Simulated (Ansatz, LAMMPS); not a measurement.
# What went wrong? amorphous 29Ga2O3-71GeO2 (mol %) (86 atoms)

Program: Ansatz 0.2.0. The cell: 14 Ga, 17 Ge and 55 O.

File input.yaml:

```yaml
crystal:
  lattice:
    - [10.75796, 0.0, 0.0]
    - [0.0, 10.75796, 0.0]
    - [0.0, 0.0, 10.75796]
  atoms:
    - { symbol: Ga, position: [0.6345, 0.54489, 0.97146] }
    - { symbol: Ga, position: [0.30862, 0.84131, 0.55117] }
    - { symbol: Ga, position: [0.62842, 0.28034, 0.4437] }
    - { symbol: Ga, position: [0.32419, 0.45639, 0.0544] }
    - { symbol: Ga, position: [0.28178, 0.68774, 0.24669] }
    - { symbol: Ga, position: [0.55337, 0.63675, 0.55524] }
    - { symbol: Ga, position: [0.06543, 0.63704, 0.07573] }
    - { symbol: Ga, position: [0.427, 0.536, 0.79976] }
    - { symbol: Ga, position: [0.38802, 0.9529, 0.32077] }
    - { symbol: Ga, position: [0.39164, 0.74315, 0.99996] }
    - { symbol: Ga, position: [0.52467, 0.47825, 0.26315] }
    - { symbol: Ga, position: [0.71003, 0.02659, 0.32408] }
    - { symbol: Ga, position: [0.89778, 0.93212, 0.12121] }
    - { symbol: Ga, position: [0.63112, 0.75135, 0.27495] }
    - { symbol: Ge, position: [0.06261, 0.58774, 0.40559] }
    - { symbol: Ge, position: [0.77308, 0.02046, 0.61215] }
    - { symbol: Ge, position: [0.49204, 0.17631, 0.16393] }
    - { symbol: Ge, position: [0.30467, 0.21, 0.83891] }
    [... 62 atom lines left out ...]
    - { symbol: O, position: [0.89248, 0.04062, 0.98099] }
    - { symbol: O, position: [0.45419, 0.32265, 0.11444] }
    - { symbol: O, position: [0.22234, 0.15054, 0.70905] }
    - { symbol: O, position: [0.65422, 0.94478, 0.6948] }
    - { symbol: O, position: [0.04985, 0.67687, 0.88009] }
    - { symbol: O, position: [0.83707, 0.89893, 0.52535] }
kpoints:
  mp_grid: { grid: [1, 1, 1] }
hamiltonian:
  xc: pbe
scf:
  occupations: { method: fixed }
  max_iter: 100
output:
  forces: true
ecutwfc: 60
```

Command:

```
> ansatz run input.yaml --threads 4 --pin off --max-ram 8192MiB --backend cpu --events-out ev --progress --plain --runs-dir out
```

Output:

```text
Error: YAML parse error: error: line 102 column 1: unknown field `ecutwfc`, expected one of crystal, accuracy, basis, kpoints, hamiltonian, magnetization, projection, total_charge, correlation, batch, efield, external_charges, scf, relax, neb, [...]
   --> <input>:102:1
    |
100 | output:
101 |   forces: true
102 | ecutwfc: 60
    | ^ unknown field `ecutwfc`, expected one of crystal, accuracy, basis, kpoints, hamiltonian, magnetization, projection, total_charge, correlation, batch, efield, external_charges, scf, relax, neb, saddle, md, ramp, phonons, dielectric, real_time, elastic, magnetic_configurations, gw, evaluate, workflow, output, checkpoint, execution
```

The job ended after 0.02 s (4 threads of Arm Neoverse V2, shared host; peak memory 0.021 GiB; 0.02 s of CPU time).

Q: Name the fault and the fix.

A keyword that the input doesn't take in that place: ecutwfc = 60.

The fix is to take out ecutwfc.

The program refused it before any cycle.

[Logs are printed without paths, hosts, clocks, repeated set-up lines and the standing remarks that a program may print on its own settings, such as how far it seeks lower states.]

[Hosts, paths, dates, database ids (printed as entryN), source tags and the programs' standing remarks are cut or masked in the printed files.]
